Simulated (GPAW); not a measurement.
# ZnNi (Pm-3m): the Ni K absorption edge, part 2 of 3

Aim: the near-edge shape at the Ni K edge of ZnNi (Pm-3m), and what the core hole does to it.

GPAW 26.7.0; X-ray absorption from dipole matrix elements to empty bands, plane-wave PAW LDA.

So far. Step 2 (The field without a hole): The mesh shows no gap, so the system is treated as a metal and the core electron is put at the Fermi level (neutral cell). Step 3 (Spectrum without a core hole, Ni atom 2): Main maxima below 30 eV (height): 1.2 eV (0.63), 6.5 eV (0.90), 9.8 eV (1.10), 13.8 eV (1.30), 17.3 eV (1.85) and 27.6 eV (1.00). A K edge sees empty p states, which here mix into the lowest empty bands, so that weight starts at the zero.

The database entry behind the starting cell is an old determination (1936), so it need not match the best structure at ambient conditions.

## 5. Spectrum with XCH, Ni atom 2

The holes are 6.5 Å apart. In GPAW the data set carries the hole's charge, so charge=0 means a charged cell and charge=-1 a neutral one. The excited electron is kept in the cell, where it fills the lowest empty states and screens the hole. After the field has converged, empty bands are computed with the density fixed and the dipole matrix elements are summed.

Input file xas.py:

```python
import numpy as np
from ase import Atoms
from ase.parallel import parprint, paropen
from gpaw import GPAW, PW, FermiDirac, Mixer, MixerDif, setup_paths
from gpaw.test import gen
setup_paths.insert(0, '.')
gen('Ni', name='fch1s', xcname='LDA', corehole=(1, 0, 1), write_xml=True)
from gpaw.mpi import world
world.barrier()

atoms = Atoms('Zn9Ni9',
    cell=[[2.9083, 0, 5.8166],
     [-5.8166, 2.9083, 0],
     [0, -5.8166, 2.9083]],
    scaled_positions=[[0.38888889, 0.94444444, 0.72222222],
     [0.83333333, 0.16666667, 0.83333333],
     [0.72222222, 0.61111111, 0.05555556],
     [0.61111111, 0.05555556, 0.27777778],
     [0.27777778, 0.38888889, 0.94444444],
     [0.5, 0.5, 0.5],
     [0.16666667, 0.83333333, 0.16666667],
     [0.05555556, 0.27777778, 0.38888889],
     [0.94444444, 0.72222222, 0.61111111],
     [0, 0, 0],
     [0.44444444, 0.22222222, 0.11111111],
     [0.33333333, 0.66666667, 0.33333333],
     [0.22222222, 0.11111111, 0.55555556],
     [0.88888889, 0.44444444, 0.22222222],
     [0.11111111, 0.55555556, 0.77777778],
     [0.77777778, 0.88888889, 0.44444444],
     [0.66666667, 0.33333333, 0.66666667],
     [0.55555556, 0.77777778, 0.88888889]],
    magmoms=[0.0, 0.0, 0.0, 0.0, 0.0, 0.0, 0.0, 0.0, 0.0, 2.0, 2.0, 2.0, 2.0, 2.0, 2.0, 2.0, 2.0, 2.0],
    pbc=True)
atoms.calc = calc = GPAW(legacy_gpaw=True, mode=PW(430, force_complex_dtype=True), xc='LDA', setups={9: 'fch1s'},
    kpts={'size': (3, 3, 3), 'gamma': True}, occupations=FermiDirac(0.1),
    charge=-1, mixer=MixerDif(0.05, 8, 50), maxiter=150,
    convergence={'density': 0.0001, 'eigenstates': 1e-6}, txt='scf.txt')
energy = atoms.get_potential_energy() + calc.get_reference_energy()
ef = calc.get_fermi_level()
out = dict(energy=energy, fermi=ef, forces=atoms.get_forces().tolist(), magmoms=atoms.get_magnetic_moments().tolist())
parprint(f'all-electron energy {energy:.4f} eV, Fermi level {ef:.4f} eV')
ev = np.array([[calc.get_eigenvalues(k, s) for k in range(len(calc.get_ibz_k_points()))] for s in range(calc.get_number_of_spins())])
out['homo'], out['lumo'], out['counts'] = ev[ev < ef].max(), ev[ev > ef].min(), sorted(set((ev < ef).sum((0, 2)).tolist()))
out['filled'] = (ev[:, 0] < ef).sum(1).tolist()

from ase.units import Ha
from gpaw.xas import dipole_matrix_elements
nb = int(calc.get_number_of_electrons() / 2) + 179
top, nb = nb, nb + 8 + nb // 12
nscf = calc.fixed_density(kpts={'size': (3, 3, 3), 'gamma': True}, nbands=nb,
    convergence={'bands': top, 'eigenstates': 5e-3}, maxiter=60, txt='nscf.txt')
cell = atoms.cell.array
ops = [cell.T @ U.T @ np.linalg.inv(cell.T) for U in nscf.wfs.kd.symmetry.op_scc]
E = np.arange(-6, 34, 0.1)
fwhm = np.interp(E, [4, 25], [1.44, 3.5])
Y, X, zero, highest = 0, 0, 1e9, 1e9
for spin in range(nscf.get_number_of_spins()):
    wfs = nscf.wfs
    mine = wfs.bd.get_slice()  # this rank's bands
    A = dipole_matrix_elements(wfs.setups[9])
    eps = np.zeros((wfs.kd.nibzkpts, nb))
    d = np.zeros((3, A.shape[1], wfs.kd.nibzkpts, nb), complex)
    for kpt in wfs.kpt_u:
        if kpt.s == spin and 9 in kpt.P_ani:
            eps[kpt.k, mine] = kpt.eps_n * Ha
            d[:, :, kpt.k, mine] = (kpt.weight * wfs.nspins / 2) ** 0.5 * np.inner(A, kpt.P_ani[9])
    world.sum(eps)
    world.sum(d)
    T = np.einsum('amkn,bmkn->abkn', d, d.conj()).real
    T = sum(np.einsum('ai,ijkn,bj->abkn', R, T, R) for R in ops) / len(ops)
    empty = eps > ef
    zero, highest = min(zero, eps[empty].min()), min(highest, eps[:, top - 1].min())
    lines = [(eps, T, empty)] if spin == 0 else lines + [(eps, T, empty)]
for eps, T, empty in lines:
    f = np.einsum('aakn->akn', T).reshape(3, -1)
    x = eps.ravel() - zero
    w = np.interp(x, E, fwhm) / 2.35482
    g = np.exp(-0.5 * ((E[:, None] - x) / w) ** 2) / (w * (2 * np.pi) ** 0.5)
    Y = Y + (f * empty.ravel()) @ g.T
    X = X + (f * ~empty.ravel()) @ g.T
out.update(E=E.round(2).tolist(), xas=Y.tolist(), xes=X.tolist(), zero=zero, valid=highest - zero, nk=len(eps), nb=nb)
for i in range(0, len(E), 10):
    parprint(f'{E[i]:7.2f}', *(f'{v:10.3e}' for v in Y[:, i]))
import json
with paropen('out.json', 'w') as f:
    json.dump(out, f)
```

Run with:

```sh
$ OMP_NUM_THREADS=1 mpirun -n 4 gpaw python xas.py
```

Numbers of over 12 decimals in the logs are rounded to 6 here.

Log:

```text
Input parameters:
  charge: -1
  convergence: {density: 0.0001,
                eigenstates: 1e-06}
  kpts: {gamma: True,
         size: (3, 3, 3)}
  maxiter: 150
  mixer: {backend: pulay,
          beta: 0.05,
          method: difference,
          nmaxold: 8,
          weight: 50}
  mode: {ecut: 430.0,
         force_complex_dtype: True,
         name: pw}
  occupations: {fixmagmom: False,
                name: fermi-dirac,
                width: 0.1}
  setups: {9: fch1s}

Initialize ...

[... PAW data sets ...]

Reference energy: -802440.090516  # eV

Spin-polarized calculation.
Initial magnetic moment: 18.000000

[... convergence settings ...]
Symmetries present (total): 6
  [... symmetry matrices ...]

27 k-points: 3 x 3 x 3 Monkhorst-Pack grid
6 k-points in the irreducible part of the Brillouin zone
       k-points in crystal coordinates                weights
   0:     0.00000000    0.00000000    0.00000000          1/27
   1:     0.33333333   -0.33333333    0.33333333          2/27
   2:     0.33333333    0.00000000    0.00000000          6/27
   3:     0.33333333    0.00000000    0.33333333          6/27
   4:     0.33333333    0.33333333    0.00000000          6/27
   5:     0.33333333    0.33333333    0.33333333          6/27

Wave functions: Plane wave expansion
  Cutoff energy: 430.000 eV
  Number of coefficients (min, max): 4445, 4498
  Pulay-stress correction: 0.000000 eV/Ang^3 (de/decut=0.000000)
  Using FFTW library
  Wavefunction extrapolation:
    Improved wavefunction reuse through dual PAW basis

Occupation numbers: Fermi-Dirac:
  width: 0.1000  # eV

Eigensolver
   Davidson(niter=2)

Densities:
  Coarse grid: 32*32*32 grid
  Fine grid: 64*64*64 grid
  Total Charge: 0.000000

Density mixing:
  Method: difference
  Backend: pulay
  Linear mixing parameter: 0.05
  old densities: 8
  Width of damping distribution: 1.1
  Damping of long wavelength oscillations: 50

[... Hamiltonian set-up ...]
Number of atoms: 18
Number of atomic orbitals: 189
Number of bands in calculation: 167
Number of valence electrons: 253
Bands to converge: occupied

... initialized

Initializing position-dependent things.

Density initialized from atomic densities
Creating initial wave functions:
  167 bands from LCAO basis set

                Zn
             Ni     Ni
                  Zn Zn
            Ni     Ni
         Zn     Zn     Zn
             Ni     Ni
           Zn Zn
            Ni     Ni
                Zn
                    Ni

Atomic positions and initial magnetic moments

Positions:
   0 Zn    -4.362450   -1.454150    4.362450    ( 0.0000,  0.0000,  0.0000)
   1 Zn     1.454150   -4.362450    7.270750    ( 0.0000,  0.0000,  0.0000)
   2 Zn    -1.454150    1.454150    4.362450    ( 0.0000,  0.0000,  0.0000)
   3 Zn     1.454150   -1.454150    4.362450    ( 0.0000,  0.0000,  0.0000)
   4 Zn    -1.454150   -4.362450    4.362450    ( 0.0000,  0.0000,  0.0000)
   5 Zn    -1.454150   -1.454150    4.362450    ( 0.0000,  0.0000,  0.0000)
   6 Zn    -4.362450    1.454150    1.454150    ( 0.0000,  0.0000,  0.0000)
[...]
15 Ni    -2.908300    0.000000    5.816600    ( 0.0000,  0.0000,  2.0000)
  16 Ni     0.000000   -2.908300    5.816600    ( 0.0000,  0.0000,  2.0000)
  17 Ni    -2.908300   -2.908300    5.816600    ( 0.0000,  0.0000,  2.0000)

Unit cell:
           periodic     x           y           z      points  spacing
  1. axis:    yes    2.908300    0.000000    5.816600    32     0.1785
  2. axis:    yes   -5.816600    2.908300    0.000000    32     0.1785
  3. axis:    yes    0.000000   -5.816600    2.908300    32     0.1785

  Lengths:   6.503156   6.503156   6.503156
  Angles:  113.578178  66.421822 113.578178

Effective grid spacing dv^(1/3) = 0.1890

iter:   1  -155.913418                   +18.0638
iter:   2  -153.600076   -0.38  -1.52    +7.5751
[...]
Local magnetic moments:
   0 Zn ( 0.000000,  0.000000,  0.000133)
   1 Zn ( 0.000000,  0.000000,  0.000146)
   2 Zn ( 0.000000,  0.000000,  0.000133)
   3 Zn ( 0.000000,  0.000000,  0.000133)
   4 Zn ( 0.000000,  0.000000,  0.000133)
   5 Zn ( 0.000000,  0.000000,  0.000052)
   6 Zn ( 0.000000,  0.000000,  0.000146)
   7 Zn ( 0.000000,  0.000000,  0.000133)
   8 Zn ( 0.000000,  0.000000,  0.000133)
   9 Ni ( 0.000000,  0.000000, -0.008260)
  10 Ni ( 0.000000,  0.000000, -0.000164)
  11 Ni ( 0.000000,  0.000000, -0.001020)
  12 Ni ( 0.000000,  0.000000, -0.000164)
  13 Ni ( 0.000000,  0.000000, -0.000164)
  14 Ni ( 0.000000,  0.000000, -0.000164)
  15 Ni ( 0.000000,  0.000000, -0.000164)
  16 Ni ( 0.000000,  0.000000, -0.001020)
  17 Ni ( 0.000000,  0.000000, -0.000164)

Energy contributions relative to reference atoms: (reference = -802440.090516)

Kinetic:        +68.822902
Potential:      -36.964797
External:        +0.000000
XC:            -174.251445
Entropy (-ST):   -0.270742
Local:           +0.318199
SIC:             +0.000000
--------------------------
Free energy:   -142.345882
Extrapolated:  -142.210511

Spin contamination: 13.338315 electrons
Showing only first 2 kpts
                      Up                     Down
 Kpt  Band  Eigenvalues  Occupancy  Eigenvalues  Occupancy
  0   124      6.82919    0.99380      6.82519    0.99404
  0   125      6.92400    0.98414      6.92223    0.98442
  0   126      7.18172    0.82504      7.17944    0.82831
  0   127      7.18172    0.82504      7.17944    0.82831

  1   124      6.58056    0.99948      6.57901    0.99949
  1   125      7.31491    0.55455      7.31304    0.55915
  1   126      7.31491    0.55455      7.31304    0.55915
  1   127      7.42275    0.29747      7.41775    0.30803

Fermi level: 7.33681

No gap
No difference between direct/indirect transitions

Forces in eV/Ang:
  0 Zn    0.13021    0.14006    0.13219
  1 Zn   -0.13436    0.13436   -0.13436
  2 Zn    0.13219   -0.13021   -0.14006
  3 Zn   -0.13021   -0.14006   -0.13219
  4 Zn   -0.13219    0.13021    0.14006
  5 Zn    0.00000    0.00000    0.00000
  6 Zn    0.13436   -0.13436    0.13436
[...]
15 Ni   -0.02627   -0.05310    0.02268
 16 Ni   -0.02440    0.02440   -0.02440
 17 Ni   -0.02268   -0.02627   -0.05310
Scalar-relativistic atomic LDA calculation for Ni (Nickel, Z=28)
Core hole in 1s state (1s occupation: 1.0)
600 radial gridpoints.
|------------------------------------------------|
|------------------------------------------------|
[... the atom generator's iteration count ...]

Energy contributions:
-------------------------
Kinetic:    +1223.879998
XC:           -53.069850
Potential:  -2381.487479
-------------------------
Total:      -1210.677332

state      eigenvalue         ekin         rmax
-----------------------------------------------
1s^1.0 :  -313.251645   396.006150        0.035
2s^2.0 :   -38.906168    76.597504        0.200
2p^6.0 :   -34.441347    76.049442        0.159
3s^2.0 :    -4.869961    17.150216        0.620
3p^6.0 :    -3.433483    15.489639        0.618
3d^8.0 :    -0.952222    10.900287        0.583
4s^2.0 :    -0.570148     1.970813        1.987
4p^0.0 :    -0.336120     1.272665        2.418
-----------------------------------------------
(units: Bohr and Hartree)

Generating PAW setup
Kinetic energy of the core from tauc = 1048.795935
Cutoffs:
rc(s)=2.200
rc(p)=2.280
rc(d)=2.150
rc(vbar)=2.220
rc(comp)=2.180
rc(nct)=2.280

Kinetic energy of the core states: 1039.798244
Charge: 1.0
Core electrons: 11.0
Valence electrons: 16.0
Pseudo-core charge: 0.029719
Shape function alpha=2.104
Pseudo-electron charge 3.652668
state    eigenvalue         norm
--------------------------------
4s(2) :    -0.570148     1.118509
*s    :     0.429852
3p(6) :    -3.433483     0.035119
4p(0) :    -0.336120     1.018635
3d(8) :    -0.952222     0.146902
*d    :     0.047778
--------------------------------

Diagonalizing with gridspacing h=0.050

state   all-electron     PAW
-------------------------------
4s:      -0.570148    -0.570533
3p:      -3.433483    -3.434132
3d:      -0.952222    -0.952912
*f:                   -0.019534
-------------------------------
all-electron energy -802582.3010 eV, Fermi level 7.3368 eV
  -6.00  2.802e-29  2.802e-29  2.802e-29
  -5.00  7.169e-23  7.169e-23  7.169e-23
  -4.00  1.284e-17  1.284e-17  1.284e-17
  -3.00  1.636e-13  1.636e-13  1.636e-13
  -2.00  1.551e-10  1.551e-10  1.551e-10
  -1.00  1.236e-08  1.236e-08  1.236e-08
  -0.00  1.154e-07  1.154e-07  1.154e-07
[...]
31.00  3.351e-07  3.351e-07  3.351e-07
  32.00  3.685e-07  3.685e-07  3.685e-07
  33.00  3.957e-07  3.957e-07  3.957e-07
[key lines of the parts left out:]
Converged after 20 iterations.
Dipole moment: (-0.000000, 0.000000, -0.000000) |e|*Ang
```

Run time: 3 min. Hardware: 4 MPI ranks of Intel Xeon 6975P-C (Granite Rapids), shared host; peak memory 0.64 GiB.

The Ni K spectrum, Ni atom 2, excited-electron core hole (neutral cell) (energy from the lowest empty level; intensity scaled to a mean of 1 over the first 20 eV):

```tsv
E (eV)	intensity
-2.0	0.00
-1.5	0.01
-1.0	0.03
-0.5	0.13
0.0	0.32
0.5	0.52
1.0	0.61
1.5	0.55
2.0	0.45
2.5	0.41
3.0	0.43
3.5	0.51
4.0	0.61
4.5	0.68
5.0	0.70
5.5	0.73
6.0	0.83
6.5	0.97
7.0	1.05
7.5	1.01
8.0	0.94
8.5	0.95
9.0	1.02
9.5	1.05
10.0	0.98
10.5	0.91
11.0	0.92
11.5	1.00
12.0	1.09
12.5	1.15
13.0	1.20
13.5	1.26
14.0	1.33
14.5	1.38
15.0	1.41
15.5	1.44
16.0	1.50
16.5	1.58
17.0	1.62
17.5	1.59
18.0	1.48
18.5	1.31
19.0	1.14
19.5	0.99
20.0	0.87
20.5	0.79
21.0	0.74
21.5	0.70
22.0	0.69
22.5	0.69
23.0	0.72
23.5	0.76
24.0	0.82
24.5	0.88
25.0	0.92
25.5	0.95
26.0	0.95
26.5	0.94
27.0	0.91
27.5	0.89
28.0	0.87
28.5	0.86
29.0	0.85
29.5	0.85
30.0	0.86
30.5	0.88
31.0	0.92
31.5	0.96
32.0	1.01
```

Main maxima below 30 eV (height): 1.0 eV (0.61), 7.0 eV (1.05), 9.4 eV (1.05), 17.1 eV (1.62) and 25.8 eV (0.95). 

The total-energy difference is 8311.60 eV.

## 6. Spectrum with FCH, Ni atom 2

The holes are 6.5 Å apart. In GPAW the data set carries the hole's charge, so charge=0 means a charged cell and charge=-1 a neutral one. The excited electron is left out and a uniform background balances the charge. After the field has converged, empty bands are computed with the density fixed and the dipole matrix elements are summed.

Changed against the first core-hole run: core hole to FCH.

Changes to xas.py since step 5:

```diff
@@ -36,3 +36,3 @@
     kpts={'size': (3, 3, 3), 'gamma': True}, occupations=FermiDirac(0.1),
-    charge=-1, mixer=MixerDif(0.05, 8, 50), maxiter=150,
+    charge=0, mixer=MixerDif(0.05, 8, 50), maxiter=150,
     convergence={'density': 0.0001, 'eigenstates': 1e-6}, txt='scf.txt')
```

Log:

```text
Input parameters:
  convergence: {density: 0.0001,
                eigenstates: 1e-06}
  kpts: {gamma: True,
         size: (3, 3, 3)}
  maxiter: 150
  mixer: {backend: pulay,
          beta: 0.05,
          method: difference,
          nmaxold: 8,
          weight: 50}
  mode: {ecut: 430.0,
         force_complex_dtype: True,
         name: pw}
  occupations: {fixmagmom: False,
                name: fermi-dirac,
[...]
4s:      -0.570148    -0.570533
3p:      -3.433483    -3.434132
3d:      -0.952222    -0.952912
*f:                   -0.019534
-------------------------------
all-electron energy -802589.5473 eV, Fermi level 7.1478 eV
  -6.00  8.190e-30  8.190e-30  8.190e-30
  -5.00  2.555e-23  2.555e-23  2.555e-23
  -4.00  5.624e-18  5.624e-18  5.624e-18
  -3.00  8.829e-14  8.829e-14  8.829e-14
[...]
32.00  3.613e-07  3.613e-07  3.613e-07
  33.00  3.921e-07  3.921e-07  3.921e-07
[key lines of the parts left out:]
Converged after 18 iterations.
Dipole moment: (0.000000, 0.000000, 0.000000) |e|*Ang
Free energy:   -149.589287
Fermi level: 7.14782
```

Elapsed: 3.3 min, on 4 MPI ranks; peak memory 0.63 GiB; 13 min of CPU time.

```tsv
E (eV)	first run	this run
-2.0	0.00	0.00
-1.0	0.03	0.03
0.0	0.32	0.28
1.0	0.61	0.61
2.0	0.45	0.48
3.0	0.43	0.42
4.0	0.61	0.58
5.0	0.70	0.70
6.0	0.83	0.79
7.0	1.05	1.04
8.0	0.94	0.96
9.0	1.02	1.00
10.0	0.98	1.01
11.0	0.92	0.91
12.0	1.09	1.07
13.0	1.20	1.18
14.0	1.33	1.31
15.0	1.41	1.40
16.0	1.50	1.49
17.0	1.62	1.62
18.0	1.48	1.53
19.0	1.14	1.21
20.0	0.87	0.92
21.0	0.74	0.76
22.0	0.69	0.70
23.0	0.72	0.71
24.0	0.82	0.80
25.0	0.92	0.91
26.0	0.95	0.96
27.0	0.91	0.93
28.0	0.87	0.88
29.0	0.85	0.86
30.0	0.86	0.86
31.0	0.92	0.91
32.0	1.01	0.99
```

The scaled spectrum changes by 3 % r.m.s. The highest intensity below 24 eV goes from 17.1 eV (1.62) to 17.2 eV (1.62).

The photon energy of the zero moves by -0.00 eV.

[end of part 2 of 3]

[Banner, clock and machine lines of the logs are left out without a mark of their own.]

[Logs are printed without paths, hosts, clocks, repeated set-up lines and the standing remarks that a program may print on its own settings, such as how far it seeks lower states.]

[Hosts, paths, dates, database ids (printed as entryN), source tags and the programs' standing remarks are cut or masked in the printed files.]

[Lists of maxima count a maximum above −3 eV only where it reaches 4 % of the highest in the window and stands out from its surroundings by 2 % of it (1.5 % where it reaches 55 %); shoulders and weaker maxima are passed over, and of the rest the first, up to two pre-edge ones and the few strongest are named.]
